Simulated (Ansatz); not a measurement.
## What TaInS3 (model cell, started as cubic perovskite with Ta in the octahedra) distorts into

Aim: this structure of TaInS3 (model cell, started as cubic perovskite with Ta in the octahedra) is to be tested for unstable modes, and one is followed downhill.

Program: Ansatz 0.2.0. Level of theory: DFT PBE, scalar-relativistic, plane waves, PAW; PAW set soft_1. Results are calculated unless marked as measured.

The structure was built from a prototype and need not be the compound's stable phase.

## (1) Set-up

The structure is cubic, space group Pm-3m (No. 221). Conventional cell: a = 4.858 Å, b = 4.858 Å, c = 4.858 Å, α = 90.00°, β = 90.00°, γ = 90.00°. Nearest to In lie 12 S at 3.43 Å. Ta has 6 S at 2.43 Å nearest. Nearest to S lie 2 Ta at 2.43 Å. Farther neighbours and most contacts between anions are not listed.

## (2) The dispersion

The cell comes from relaxations at this level that are not shown. Stability and thermal properties need the whole zone. Linear response on a 2×2×2 q mesh gives force constants as far as a supercell of that size would.

Contents of input.yaml:

```yaml
crystal:
  lattice:
    - [4.8575955774, 0.0, 0.0]
    - [0.0, 4.8575955774, 0.0]
    - [0.0, 0.0, 4.8575955774]
  atoms:
    - { symbol: In, position: [0.0, 0.0, 0.0] }
    - { symbol: Ta, position: [0.5, 0.5, 0.5] }
    - { symbol: S, position: [0.5, 0.5, 0.0] }
    - { symbol: S, position: [0.5, 0.0, 0.5] }
    - { symbol: S, position: [0.0, 0.5, 0.5] }
kpoints:
  mp_grid: { grid: [8, 8, 8] }
hamiltonian:
  xc: pbe
  pseudopotentials: { kind: paw, azcp: { folder: soft_1 } }
scf:
  occupations: { method: methfessel_paxton, width: 0.2 }
output:
  eigenvalues: true
phonons:
  method: dfpt
  qmesh: [2, 2, 2]
  temperatures: { t_max: 1000, t_step: 50 }
  qpath:
    path:
      - [[0.0, 0.0, 0.0], [0.0, 0.5, 0.0], [0.5, 0.5, 0.0], [0.0, 0.0, 0.0], [0.5, 0.5, 0.5], [0.0, 0.5, 0.0]]
      - [[0.5, 0.5, 0.5], [0.5, 0.5, 0.0]]
    npoints: 10
```

The run is started by

```bash
ansatz run input.yaml --threads 4 --pin off --max-ram 16384MiB --backend cpu --events-out ev --progress --plain --runs-dir out
```

Numbers of over 12 decimals in the logs are rounded to 6 here.

The log of the run:

```text
Engine: ansatz 0.2.0, aarch64-unknown-linux-gnu
Pseudopotentials: kind: paw
Pseudopotential: In, paw, valence charge 13, recommended cutoff 420 eV (normal), soft_1/In.paw.azcp
Pseudopotential: Ta, paw, valence charge 13, recommended cutoff 420 eV (normal), soft_1/Ta.paw.azcp
Pseudopotential: S, paw, valence charge 6, recommended cutoff 420 eV (normal), soft_1/S.paw.azcp
Functional definition: PBE
  parameter kappa = 0.804
  parameter beta = 0.066725
  exchange = pbe_x(kappa = kappa, mu = beta*pi^2/3)
  correlation = pbe_c(beta = beta)
Crystal: 5 atoms, lattice volume = 114.621 Å³
Basis set: ecut = 420 eV, 2205 PW (Γ), exchange–correlation on 72×72×72 points (8 copies of the dense FFT grid, shifted against one another)
Bands: 27, of which v1, the nominal top of the filled ones, is band 22 counted from 1 (21 counted from 0)
Symmetry: 48 space group operations
k-points: 35 of 512
Non-local potential: In, projectors of the file, l = 0: 2, l = 1: 2, l = 2: 2, l = 3: 1
Non-local potential: Ta, projectors of the file, l = 0: 3, l = 1: 2, l = 2: 2, l = 3: 1
Non-local potential: S, projectors of the file, l = 0: 2, l = 1: 2, l = 2: 1
PAW form: soft (Blöchl's): semilocal exchange-correlation on the pseudo side does not see the compensation charge
PAW one-centre angular grid: In, 590 points (default); XC on 64 Gauss nodes
PAW one-centre angular grid: Ta, 590 points (default); XC on 64 Gauss nodes
PAW one-centre angular grid: S, 110 points (default); XC on 64 Gauss nodes
Initial density: superposition of atomic densities (chi_scale 0.1, normalization cell, long waves kept (reshape's long-wave potential 0.00 eV rms))
Initial wavefunctions: pseudopotential atomic-orbital guess
Functional: x = pbe(κ = 0.804, μ = 0.219515), c = pbe(β = 0.066725)
SCF iter   1: F=—  HF=-18240.417888 eV  |F-HF|=—  |Δ(HF+E_count)|=         —  Δρ=2.55e-2  dr2=6.60e-1  ethr=3.10e-3  ⟨swp⟩=6.5  Hψ=4403  notcnv=0
preconditioner: auto → Kerker (q_TF=auto, 2.326 Å⁻¹)  [metal: Δε(μ)=0.130 eV  Ē_g=9.854 eV  σ=0.200 eV  W_gap=0.48  n_scr=26 (ndim 8)  ℏωp=20.8 eV  f_vac=0.000  D(μ)=1.49/eV (n_scr^D=6)]
SCF iter   2: F=—  HF=-18240.300221 eV  |F-HF|=—  |Δ(HF+E_count)|=   1.18e-1  S|Δr|=    0.00e0  Δρ=1.55e-2  dr2=2.82e-1  ethr=1.50e-3  ⟨swp⟩=1.0  Hψ=1226  notcnv=0
SCF iter   3: F=—  HF=-18240.238601 eV  |F-HF|=—  |Δ(HF+E_count)|=   6.16e-2  S|Δr|=    0.00e0  Δρ=3.08e-3  dr2=1.99e-2  ethr=6.40e-4  ⟨swp⟩=2.5  Hψ=1418  notcnv=0
SCF iter   4: F=—  HF=-18240.237203 eV  |F-HF|=—  |Δ(HF+E_count)|=   1.40e-3  S|Δr|=    0.00e0  Δρ=1.26e-3  dr2=3.67e-3  ethr=4.52e-5  ⟨swp⟩=2.5  Hψ=1690  notcnv=0  defer=10
SCF iter   5: F=—  HF=-18240.237576 eV  |F-HF|=—  |Δ(HF+E_count)|=   3.73e-4  S|Δr|=    0.00e0  Δρ=3.93e-4  dr2=4.98e-4  ethr=8.33e-6  ⟨swp⟩=2.0  Hψ=1235  notcnv=0  defer=10
SCF iter   6: F=—  HF=-18240.237615 eV  |F-HF|=—  |Δ(HF+E_count)|=   3.88e-5  S|Δr|=    0.00e0  Δρ=9.44e-5  dr2=1.13e-5  ethr=1.13e-6  ⟨swp⟩=2.0  Hψ=1284  notcnv=0  defer=12
SCF iter   7: F=—  HF=-18240.237618 eV  |F-HF|=—  |Δ(HF+E_count)|=   3.34e-6  S|Δr|=    0.00e0  Δρ=2.21e-5  dr2=5.12e-7  ethr=2.57e-8  ⟨swp⟩=2.0  Hψ=1566  notcnv=0  defer=13
SCF iter   8: F=—  HF=-18240.237617 eV  |F-HF|=—  |Δ(HF+E_count)|=   1.34e-6  S|Δr|=    0.00e0  Δρ=4.63e-6  dr2=3.57e-8  ethr=1.16e-9  ⟨swp⟩=2.0  Hψ=1412  notcnv=0  defer=18
SCF iter   9: F=—  HF=-18240.237617 eV  |F-HF|=—  |Δ(HF+E_count)|=   1.51e-8  S|Δr|=    0.00e0  Δρ=8.37e-7  dr2=7.96e-10  ethr=8.12e-11  ⟨swp⟩=2.4  Hψ=1556  notcnv=0  defer=18
SCF iter  10: F=—  HF=-18240.237617 eV  |F-HF|=—  |Δ(HF+E_count)|=  4.37e-11  S|Δr|=    0.00e0  Δρ=1.01e-7  dr2=1.24e-11  ethr=1.81e-12  ⟨swp⟩=2.4  Hψ=1629  notcnv=0  defer=18
SCF iter  11: F=-18240.237617 eV  HF=-18240.237617 eV  |F-HF|=0.00e0  |Δ(HF+E_count)|=  1.09e-11  S|Δr|=    0.00e0  Δρ=3.11e-8  dr2=1.69e-12  ethr=1.00e-12  ⟨swp⟩=9.5  Hψ=4938  notcnv=0
SCF 1 converged in 11 iterations: F = -18240.237617 eV  dr2 = 1.69e-12
  greatest PAW one-centre occupation: 0.999 electrons in one spin orbital (limit 2), on the Ta atom at site 1 (counted from 0), in its partial waves of l = 0
Initial density: read from a saved state, or passed on in memory by an earlier SCF of this step, an earlier step, the calling program or the single point that the run made first
iter 1 solved again at ethr=1.81e-6 eV; its pass at ethr=3.10e-3 eV (dr2=7.98e-4 eV) is discarded
SCF iter   1: F=—  HF=-18240.237616 eV  |F-HF|=—  |Δ(HF+E_count)|=         —  Δρ=1.66e-6  dr2=1.96e-9  ethr=1.81e-6  ⟨swp⟩=3.1  Hψ=6972  notcnv=0
eigensolver tolerance schedule: the retry pair's looser diagonalisation over-reported the residual by 406257.66 of it (diagonalisation noise at an unbounded share of the residual, at the tolerance the schedule requests for it); recorded, not acted on — ethr = c·dr2/N_el stays at c = 1.0e-1
preconditioner: auto → Kerker (q_TF=auto, 2.326 Å⁻¹)  [metal: Δε(μ)=0.122 eV  Ē_g=9.751 eV  σ=0.200 eV  W_gap=0.48  n_scr=26 (ndim 8)  ℏωp=20.8 eV  f_vac=0.000  D(μ)=1.10/eV (n_scr^D=6)]
SCF iter   2: F=—  HF=-18240.237617 eV  |F-HF|=—  |Δ(HF+E_count)|=   1.10e-6  S|Δr|=    0.00e0  Δρ=7.41e-7  dr2=3.72e-10  ethr=4.46e-12  ⟨swp⟩=5.1  Hψ=3174  notcnv=0
SCF iter   3: F=—  HF=-18240.237617 eV  |F-HF|=—  |Δ(HF+E_count)|=  5.46e-11  S|Δr|=    0.00e0  Δρ=5.08e-7  dr2=1.77e-10  ethr=1.00e-12  ⟨swp⟩=1.1  Hψ=951  notcnv=0
SCF iter   4: F=—  HF=-18240.237617 eV  |F-HF|=—  |Δ(HF+E_count)|=  2.91e-11  S|Δr|=    0.00e0  Δρ=2.80e-7  dr2=5.58e-11  ethr=1.00e-12  ⟨swp⟩=1.0  Hψ=945  notcnv=0
SCF iter   5: F=—  HF=-18240.237617 eV  |F-HF|=—  |Δ(HF+E_count)|=  1.09e-11  S|Δr|=    0.00e0  Δρ=1.67e-7  dr2=2.02e-11  ethr=1.00e-12  ⟨swp⟩=1.0  Hψ=945  notcnv=0
SCF iter   6: F=-18240.237617 eV  HF=-18240.237617 eV  |F-HF|=0.00e0  |Δ(HF+E_count)|=    0.00e0  S|Δr|=    0.00e0  Δρ=9.61e-8  dr2=6.67e-12  ethr=1.00e-12  ⟨swp⟩=2.4  Hψ=2024  notcnv=0
SCF 2 converged in 6 iterations: F = -18240.237617 eV  dr2 = 6.67e-12
phonons: the bands overlap, so this run is a metal and interpolates without the dipole-dipole term. If the crystal is really an insulator or semiconductor, its LO-TO splitting is missing
NSCF: frozen V_eff on 35 k-points
NSCF: frozen V_eff on 125 k-points
DFPT response loops at q = (0, 0, 0) (fractional): preconditioner auto → Kerker (q_TF=auto, 2.326 Å⁻¹) (partly filled bands, converged f_vac=0.000); β = 1.00, the filter's whole step (`scf.mixing.beta` (0.50) is not read by the response loops under this deck's `scf.mixing.preconditioner`; to damp them name `kerker` or `kerker_dos`, under which they read `scf.mixing.beta`, and type it under 1.00, their step now; both keys bind the ground state too); Broyden in place of MSR1
NSCF: frozen V_eff on 250 k-points
DFPT response loops at q = (0, 0, -0.5) (fractional): mixed as the last ones told, above
NSCF: frozen V_eff on 250 k-points
DFPT response loops at q = (0, -0.5, -0.5) (fractional): mixed as the last ones told, above
NSCF: frozen V_eff on 250 k-points
DFPT response loops at q = (-0.5, -0.5, -0.5) (fractional): mixed as the last ones told, above
SCF converged after 11 iterations
Stability not checked: this state was not tested for a lower state beside it, because cold or Methfessel-Paxton smearing, or corrected tetrahedra, fill the levels in a way that the test cannot read (fill_not_monotonic; see scf.lower_state_search)
Free energy (F): -18240.237617 eV
Harris-Foulkes:  -18240.237617 eV  (|F-HF|=0.00e0)
Internal energy: -18240.245717 eV  (E = F + TS)
E sigma→0 (E₀):  -18240.239642 eV
Entropy (-TS):   0.008100 eV (1.620 meV/atom)
Fermi energy:    7.700512 eV
Step filling:    the computed levels leave a gap of 0.0011 eV = 0.0 smearing widths at the electron count; against every level under it full and every level over it empty, smearing changes F+E_penalty+E_count by +3.425 meV and its σ→0 estimate by +1.400 meV
--- Per-component energies (eV) ---
  E_band       = -279.114771
  E_kinetic    = 918.702680
  E_local      = -2512.121199  (includes V_loc(G=0)·N_el)
  E_nonlocal   = 419.220120
  E_hartree    = 931.852018
  E_xc         = -730.493346
  E_vxc        = -569.833372  (∫ρ·V_xc dr)
  E_paw        = -14332.945052  (= ΣΔE_a)
  E_vpaw       = -398.787302  (= ΣTr[D̂ρ^β])
  E_aug_tail   = 0.000238  (compensation charges beyond the density's cutoff)
  E_ewald      = -2934.461176
  E_smearing   = 0.008100  (= −TS)
  E_closure    = 0.000000  (closes the sum)
  Σ components = -18240.237617   (vs F -18240.237617, Δ=0.00e0)
--- Band table (eV; the first three rows and the last of 35) ---
  k-point 0: bands = [... 18 lower, 6.4344, 6.8434, 6.8434, 6.8434, 7.2211, 7.2211, 7.2211, 9.6216, ... 1 higher]
  k-point 1: bands = [... 18 lower, 6.3686, 6.5296, 6.7309, 6.7309, 7.2278, 7.9000, 7.9000, 9.6273, ... 1 higher]
  k-point 2: bands = [... 18 lower, 6.2192, 6.7618, 6.7618, 6.7830, 7.2443, 8.8268, 8.8268, 9.6392, ... 1 higher]
  k-point 34: bands = [... 18 lower, 4.5948, 7.7476, 7.7476, 7.7476, 10.0769, 10.0769, 10.0769, 13.8194, ... 1 higher]
--- Phonons (Γ-DFPT): 4 representative perturbations + reference (Σ response iterations 12) ---
  ASR residual: 1.073e-5 → 0.000e0 eV/Å²; symmetrization residual: 6.877e-6 eV/Å²
  ASR residual per site (eV/Å²): 9.95e-6 7.25e-6 1.07e-5 1.07e-5 1.07e-5
  Γ frequencies (cm⁻¹): -42.99 -42.99 -42.99 0.00 0.00 0.00 26.25 26.25 26.25 112.39 112.39 112.39 301.72 301.72 301.72
--- Phonons (arbitrary-q DFPT): 4 irreducible q on the 2×2×2 mesh ---
  q = [0.0000, 0.0000, 0.0000] (star 1, of the zone-centre solve; hermiticity 1.62e-6, symmetrization 6.37e-13): -42.99 -42.99 -42.99 -0.00 -0.00 0.00 26.25 26.25 26.25 112.39 112.39 112.39 301.72 301.72 301.72
  q = [0.0000, 0.0000, -0.5000] (star 3, 9 solved perturbations in 975 linear systems a pass and spin channel, the states on 125 of 512 k-point pairs; hermiticity 9.03e-7, symmetrization 8.39e-14): -19.78 -19.78 18.98 18.98 42.36 72.37 72.37 123.49 136.04 136.04 136.26 180.40 286.49 286.49 417.15
  q = [0.0000, -0.5000, -0.5000] (star 3, 9 solved perturbations in 975 linear systems a pass and spin channel, the states on 125 of 512 k-point pairs; hermiticity 1.78e-6, symmetrization 8.21e-14): -92.34 -26.64 14.56 14.56 25.77 125.33 125.33 127.77 127.77 168.36 168.36 185.39 201.93 271.55 451.00
  q = [-0.5000, -0.5000, -0.5000] (star 1, 4 solved perturbations in 350 linear systems a pass and spin channel, the states on 125 of 512 k-point pairs; hermiticity 7.73e-7, symmetrization 1.68e-12): -101.39 -101.39 -95.20 -95.20 -95.20 23.27 23.27 23.27 156.97 156.97 156.97 190.68 190.68 190.68 477.07
  sum rule: each row above includes the acoustic sum rule's correction from the zone centre's row sums; it moved no ω² by more than (0.30 cm⁻¹)²
  mesh force constants: q→R imaginary residual 6.56e-18; ASR residual 1.073e-5 → 0.000e0 eV/Å²; symmetrization residual 8.882e-15 eV/Å²
  interpolated dispersion: 62 rows × 15 modes
  density of states and harmonic sums: on the 14×14×14 q-mesh, interpolated from the force constants of a 2×2×2 supercell (no non-analytic term)
  largest difference from the sums on the solved wave vectors: F 3.51e-1 eV, S 4.73e-4 and C_V 1.23e-4 eV/K
  zero-point energy: 0.117166 eV/cell   skipped modes (ω ≤ 0): 199, of them read as no rigid motion or as one in doubt: 196 (1.455e0 modes/cell left out, lowest -101.39 cm⁻¹)   left out of the sums: 9.71e-2 of the cell's modes: C_V's classical limit lies that fraction below 3 k_B per atom; for a crystal, a wire or a layer, F and S can be off by more, and a phonons.interpolated_qmesh denser along its periods is the remedy for the sampling
```

It took 3.8 min on 4 threads of Arm Neoverse V1, shared host; peak memory 1.2 GiB.

This step gave:

```
volume per atom                                         : 22.92 Å³
gap on the k-mesh                                       : 0 eV
sum-rule residual before enforcement                    : 1.07e-5 eV/Å²
lowest frequency on the path                            : -101.4 cm⁻¹
point group                                             : m-3m
highest frequency on the path or at a solved wavevector : 477.1 cm⁻¹
highest optical mode at the zone centre (no LO-TO term) : 301.7 cm⁻¹
lowest optical zone-centre mode                         : -42.99 cm⁻¹
lowest mode on the q mesh (acoustic modes at Γ apart)   : -101.4 cm⁻¹
```

Frequencies (cm⁻¹) solved at each irreducible wavevector; negative means imaginary. Frequencies by wavevector, by row:

| q in reciprocal lattice units | star | mode 1 | mode 2 | mode 3 | mode 4 | mode 13 | mode 14 | mode 15 |
| --- | --- | --- | --- | --- | --- | --- | --- | --- |
| 0 0 0 | 1 | -43 | -43 | -43 | 0 | 301.7 | 301.7 | 301.7 |
| 0 0 -0.5 | 3 | -19.8 | -19.8 | 19 | 19 | 286.5 | 286.5 | 417.1 |
| 0 -0.5 -0.5 | 3 | -92.3 | -26.6 | 14.6 | 14.6 | 201.9 | 271.6 | 451 |
| -0.5 -0.5 -0.5 | 1 | -101.4 | -101.4 | -95.2 | -95.2 | 190.7 | 190.7 | 477.1 |

Interpolated from a 2×2×2 q mesh. Phonon branches along the path, in cm⁻¹:

| point | branch 1 | branch 2 | branch 3 | branch 4 | branch 12 | branch 13 | branch 14 | branch 15 |
| --- | --- | --- | --- | --- | --- | --- | --- | --- |
| Γ | -43 | -43 | -43 | 0 | 112 | 302 | 302 | 302 |
| halfway | -23 | -23 | 22 | 22 | 130 | 295 | 295 | 360 |
| X | -20 | -20 | 19 | 19 | 180 | 286 | 286 | 417 |
| halfway | -23 | 15 | 18 | 20 | 192 | 247 | 280 | 432 |
| M | -92 | -27 | 15 | 15 | 185 | 202 | 272 | 451 |
| halfway | -22 | 13 | 22 | 23 | 170 | 275 | 288 | 394 |
| Γ | -43 | -43 | -43 | 0 | 112 | 302 | 302 | 302 |
| halfway | 4 | 15 | 15 | 30 | 168 | 250 | 250 | 425 |
| R | -101 | -101 | -95 | -95 | 191 | 191 | 191 | 477 |
| halfway | -24 | 10 | 10 | 20 | 190 | 210 | 218 | 452 |
| X | -20 | -20 | 19 | 19 | 180 | 286 | 286 | 417 |
| jump to R | -101 | -101 | -95 | -95 | 191 | 191 | 191 | 477 |
| halfway | -94 | -25 | -25 | 20 | 182 | 182 | 196 | 468 |
| M | -92 | -27 | 15 | 15 | 185 | 202 | 272 | 451 |

Symmetry leaves 4 wavevectors to solve. The lowest mode among them, the acoustic zeros apart, lies at q = (-0.5, -0.5, -0.5) and is imaginary, 101.4i cm⁻¹, so the energy falls along it.

## (3) The mode frozen in, largest atomic shift 0 Å

The mode followed lies at q = (-0.5, -0.5, -0.5) with frequency 95.2i cm⁻¹ and is 3-fold degenerate, one of the unstable modes though not the softest. At small amplitude the distorted cell has space group no. 167 by a symmetry search on the positions. The undistorted cell that holds it gives the zero of energy on the same k mesh.

System of this step: TaInS3 (model cell, started as cubic perovskite with Ta in the octahedra). It takes space group Pm-3m (No. 221, cubic). Conventional cell: a = 4.858 Å, b = 4.858 Å, c = 4.858 Å, α = 90.00°, β = 90.00°, γ = 90.00°. Nearest to In lie 12 S at 3.43 Å. Nearest to Ta lie 6 S at 2.43 Å. Nearest to S lie 2 Ta at 2.43 Å. Farther neighbours and most contacts between anions are not listed.

input.yaml, the sections that differ from step 2:

```yaml
crystal:
  lattice:
    - [4.8575955774, 4.8575955774, 0.0]
    - [4.8575955774, 0.0, 4.8575955774]
    - [4.8575955774, 0.0, -4.8575955774]
  atoms:
    - { symbol: In, position: [0.0, 0.0, 1.0] }
    - { symbol: In, position: [0.0, 0.5, 0.5] }
    - { symbol: Ta, position: [0.5, 0.25, 0.75] }
    - { symbol: Ta, position: [0.5, 0.75, 0.25] }
    - { symbol: S, position: [0.5, 0.0, 1.0] }
    - { symbol: S, position: [0.5, 0.5, 0.5] }
    - { symbol: S, position: [0.0, 0.0, 0.5] }
    - { symbol: S, position: [0.0, 0.5, 0.0] }
    - { symbol: S, position: [0.5, 0.0, 0.5] }
    - { symbol: S, position: [0.5, 0.5, 0.0] }
output:
  forces: true
  stress: true
  eigenvalues: true
# kpoints, hamiltonian, scf: as in step 2
# phonons: removed
```

The log of the run:

```text
[...]
Crystal: 10 atoms, lattice volume = 229.242 Å³
Basis set: ecut = 420 eV, 4477 PW (Γ), exchange–correlation on 96×96×96 points (8 copies of the dense FFT grid, shifted against one another)
Bands: 54, of which v1, the nominal top of the filled ones, is band 44 counted from 1 (43 counted from 0)
Symmetry: 96 space group operations
[...]
k-points: 29 of 512
[...]
k-point 0: bands = [... 40 lower, 6.8417, 7.2450, 7.2450, 7.2450, 7.7396, 7.7396, 7.7396, 9.6475, ... 6 higher]
  k-point 1: bands = [... 40 lower, 6.6796, 7.6309, 7.6309, 7.6326, 7.6326, 7.6393, 7.6751, 9.8986, ... 6 higher]
  k-point 2: bands = [... 40 lower, 6.5843, 7.3475, 7.3475, 7.5005, 8.1973, 8.1973, 8.2321, 9.5772, ... 6 higher]
  k-point 28: bands = [... 40 lower, 6.7749, 6.7749, 7.2837, 7.2837, 8.9086, 8.9086, 9.9940, 9.9940, ... 6 higher]
[key lines of the parts left out:]
SCF converged after 8 iterations
Free energy (F): -36480.459503 eV
Fermi energy:    7.667878 eV
P = ⅓ Tr σ = -0.0568 GPa (-0.568 kbar)
```

Run time: 5.3 s. Hardware: 4 threads; peak memory 0.76 GiB.

This step gave:

| Item | Value |
| --- | --- |
| pressure | -0.05682 GPa |
| energy from the undistorted cell | 0 meV/atom |

The run ends at a pressure of -0.06 GPa.

## (4) The mode frozen in, largest atomic shift 0.6 Å

The atoms are moved along the unstable eigenvector, the largest shift by 0.6 Å, with the cell fixed.

input.yaml, the sections that differ from step 3:

```yaml
crystal:
  lattice:
    - [4.8575955774, 4.8575955774, 0.0]
    - [4.8575955774, 0.0, 4.8575955774]
    - [4.8575955774, 0.0, -4.8575955774]
  atoms:
    - { symbol: In, position: [0.0, 0.0, 1.0] }
    - { symbol: In, position: [0.0, 0.5, 0.5] }
    - { symbol: Ta, position: [0.5, 0.25, 0.75] }
    - { symbol: Ta, position: [0.5, 0.75, 0.25] }
    - { symbol: S, position: [0.587340344, 0.0, 1.0] }
    - { symbol: S, position: [0.412659656, 0.5, 0.5] }
    - { symbol: S, position: [0.0, 0.087340344, 0.5] }
    - { symbol: S, position: [0.0, 0.412659656, 0.0] }
    - { symbol: S, position: [0.587340344, -0.087340344, 0.5] }
    - { symbol: S, position: [0.412659656, 0.587340344, 0.0] }
# kpoints, hamiltonian, scf, output: as in step 3
```

The log of the run:

```text
[...]
Crystal: 10 atoms, lattice volume = 229.242 Å³
Basis set: ecut = 420 eV, 4477 PW (Γ), exchange–correlation on 96×96×96 points (8 copies of the dense FFT grid, shifted against one another)
Bands: 54, of which v1, the nominal top of the filled ones, is band 44 counted from 1 (43 counted from 0)
Symmetry: 12 space group operations
[...]
k-points: 65 of 512
[...]
k-point 0: bands = [... 40 lower, 6.8781, 7.0848, 7.3445, 7.7751, 7.7751, 7.8720, 8.3772, 9.2259, ... 6 higher]
  k-point 1: bands = [... 40 lower, 6.9281, 6.9281, 7.3919, 7.9059, 8.0275, 8.0275, 8.6952, 9.3168, ... 6 higher]
  k-point 2: bands = [... 40 lower, 6.8747, 6.8747, 7.4772, 7.9794, 8.4827, 8.4827, 9.2041, 9.4728, ... 6 higher]
  k-point 64: bands = [... 40 lower, 6.5451, 6.5620, 7.2916, 7.6657, 8.2505, 9.1817, 9.4040, 9.4879, ... 6 higher]
[key lines of the parts left out:]
SCF converged after 9 iterations
Free energy (F): -36480.939756 eV
Fermi energy:    8.146621 eV
P = ⅓ Tr σ = -5.0084 GPa (-50.084 kbar)
```

Run time: 12 s. Hardware: 4 threads; peak memory 0.96 GiB.

Numbers from this step:

```
pressure                         : -5.008 GPa
energy from the undistorted cell : -48.29 meV/atom
```

The energy, extrapolated to zero smearing, is -48.29 meV/atom against the undistorted cell.

The run ends at a pressure of -5.01 GPa, with forces up to 0.078 eV/Å.

(Part 1 of 3 ends here.)

[Logs are printed without paths, hosts, clocks, repeated set-up lines and the standing remarks that a program may print on its own settings, such as how far it seeks lower states.]

[Hosts, paths, dates, database ids (printed as entryN), source tags and the programs' standing remarks are cut or masked in the printed files.]
